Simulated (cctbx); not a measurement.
**Which space group?**

Cell: a = 9.3540 Å, b = 9.3540 Å, c = 16.3920 Å, α = 90.00°, β = 90.00°, γ = 90.00°. Expected content of the cell: Yb4 Sn24 Pd16 Al36.

Simulated single-crystal data (cctbx): Mo Kα, λ = 0.71073 Å, to d = 0.75 Å, 70 % of the full sphere, strongest reflection 5000 counts, noise from counting, a 1.5 % proportional error and a noise floor of 15 counts (s.d.); no absorption, some extinction.

Tests on the unmerged data give:

```text
9979 reflections to d = 0.750 A
centring   violations  <I/sigma> of those
    A       1540 of  4944      3.3
    B       1543 of  5008      3.3
    C       1417 of  4956      3.0
    I       1496 of  4993      3.3
    R       2173 of  6668      3.6
    F       2250 of  7454      3.2
Laue class    unique    Rint  (classes that these axes allow; Friedel mates merged)
P -1             6503   0.122
P 1 2/m 1        3718   0.139
P 1 1 2/m        3648   0.137
P 2/m 1 1        3723   0.140
P m m m          2065   0.152
P 4/m            1858   0.151
P 4/m m m        1117   0.158
space group    extra absences  I>4sigma  <I/sigma>
P 4 2 2                 0          0         -  acentric
P 4 21 2               19          0       0.0  acentric
P 42 2 2               19          0      -0.1  acentric
P 42 21 2              38          0      -0.0  acentric
P 4 m m                 0          0         -  acentric
P 42 m c              405          0       0.1  acentric
P -4 2 m                0          0         -  acentric
P -4 2 c              405          0       0.1  acentric
P -4 21 m              19          0       0.0  acentric
P -4 21 c             424          0       0.1  acentric
P -4 m 2                0          0         -  acentric
P 4/m m m               0          0         -  centric
P 4/n m m :1          171          0      -0.0  centric
P 4/n m m :2          171          0      -0.0  centric
P 42/m m c            405          0       0.1  centric
P 42/n m c :1         576          0       0.0  centric
P 42/n m c :2         576          0       0.0  centric
Wilson B = 0.60 A^2   <|E^2-1|> = 0.851 (0.968 centric, 0.736 acentric)   E^2>4: 3.1 %
shell (A)         n   <I/sigma>
16.40 - 1.50    170     15.1
 1.50 - 1.19    144     12.3
 1.19 - 1.04    134     12.1
 1.04 - 0.95    136      8.7
 0.95 - 0.88    139      7.3
 0.88 - 0.83    131      8.2
 0.83 - 0.78    125      7.4
 0.78 - 0.75    138      5.7
```

**Question.** What are the lattice type, the Laue class and the likely space group?

Every centring test has many violations, so the lattice is primitive.

Rint stays low (0.122 to 0.158) up to P 4/m m m, the highest class in these axes.

17 settings pass the absence test. The most absences obeyed, 576, belong to P 42/n m c alone.

⟨|E²−1|⟩ = 0.851 lies between the two ideal values. The Wilson B of 0.60 Å² means U ≈ 0.0076 Å².

The true group is P4_2/nmc (no. 137, origin choice 1), Laue class 4/mmm, centrosymmetric. The tables fix it.

The model is made up (kin elements in a known structure type, no relaxation), so it says nothing on whether the phase exists.

[Logs are printed without paths, hosts, clocks, repeated set-up lines and the standing remarks that a program may print on its own settings, such as how far it seeks lower states.]
